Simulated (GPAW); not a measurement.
The Cu K edge of atom 1 in KCuCl3 (Pm-3m), with 6 Cl at 2.40 Å (octahedral, site symmetry m-3m), was computed in 2 ways: excited-electron core hole (neutral cell) and no core hole. Program and functional: GPAW, LDA, Gaussian full width 1.55 eV up to 4 eV, rising linearly to 3.5 eV at 25 eV; cells of 5 and 10 atoms (the run without a hole in the smaller).

Each run is counted from its own lowest empty level or Fermi level and scaled to a mean of 1 over its first 20 eV.

| E (eV) | run 1 | run 2 |
| --- | --- | --- |
| -2.0 | 0.00 | 0.00 |
| -1.4 | 0.00 | 0.00 |
| -0.8 | 0.01 | 0.02 |
| -0.2 | 0.03 | 0.03 |
| 0.4 | 0.03 | 0.03 |
| 1.0 | 0.01 | 0.01 |
| 1.6 | 0.00 | 0.01 |
| 2.2 | 0.01 | 0.02 |
| 2.8 | 0.03 | 0.05 |
| 3.4 | 0.10 | 0.10 |
| 4.0 | 0.20 | 0.20 |
| 4.6 | 0.28 | 0.39 |
| 5.2 | 0.37 | 0.67 |
| 5.8 | 0.59 | 0.93 |
| 6.4 | 0.91 | 1.15 |
| 7.0 | 1.22 | 1.47 |
| 7.6 | 1.44 | 1.84 |
| 8.2 | 1.58 | 2.09 |
| 8.8 | 1.70 | 2.14 |
| 9.4 | 1.84 | 1.94 |
| 10.0 | 1.88 | 1.59 |
| 10.6 | 1.72 | 1.28 |
| 11.2 | 1.45 | 1.10 |
| 11.8 | 1.26 | 1.03 |
| 12.4 | 1.17 | 1.07 |
| 13.0 | 1.18 | 1.16 |
| 13.6 | 1.22 | 1.19 |
| 14.2 | 1.18 | 1.08 |
| 14.8 | 1.03 | 0.90 |
| 15.4 | 0.90 | 0.81 |
| 16.0 | 0.90 | 0.88 |
| 16.6 | 1.03 | 1.06 |
| 17.2 | 1.26 | 1.25 |
| 17.8 | 1.50 | 1.39 |
| 18.4 | 1.69 | 1.45 |
| 19.0 | 1.74 | 1.43 |
| 19.6 | 1.60 | 1.31 |
| 20.2 | 1.32 | 1.15 |
| 20.8 | 1.04 | 0.98 |
| 21.4 | 0.86 | 0.85 |
| 22.0 | 0.81 | 0.76 |
| 22.6 | 0.82 | 0.70 |
| 23.2 | 0.86 | 0.68 |
| 23.8 | 0.88 | 0.71 |
| 24.4 | 0.92 | 0.78 |
| 25.0 | 0.98 | 0.90 |
| 25.6 | 1.06 | 1.03 |
| 26.2 | 1.14 | 1.13 |
| 26.8 | 1.19 | 1.18 |
| 27.4 | 1.21 | 1.19 |
| 28.0 | 1.20 | 1.17 |
| 28.6 | 1.21 | 1.17 |
| 29.2 | 1.26 | 1.20 |
| 29.8 | 1.35 | 1.23 |
| 30.4 | 1.43 | 1.25 |
| 31.0 | 1.47 | 1.24 |
| 31.6 | 1.43 | 1.18 |

Question: Which run is which?

Run 1: no core hole (area from −2 to 6 eV 0.9, main maxima 9.8 eV (1.89), 13.6 eV (1.22) and 18.8 eV (1.74)). Run 2: excited-electron core hole (neutral cell) (area from −2 to 6 eV 1.4, main maxima 8.6 eV (2.15), 13.4 eV (1.19) and 18.6 eV (1.45)). With each curve scaled to its own mean, the area from −2 to 6 eV with the hole is 1.4 against 0.9, and the centre of weight from −1 to 20 eV moves by -0.6 eV: the hole pulls the absorber's empty states down.

[Hosts, paths, dates, database ids (printed as entryN), source tags and the programs' standing remarks are cut or masked in the printed files.]

[Lists of maxima count a maximum above −3 eV only where it reaches 4 % of the highest in the window and stands out from its surroundings by 2 % of it (1.5 % where it reaches 55 %); shoulders and weaker maxima are passed over, and of the rest the first, up to two pre-edge ones and the few strongest are named.]
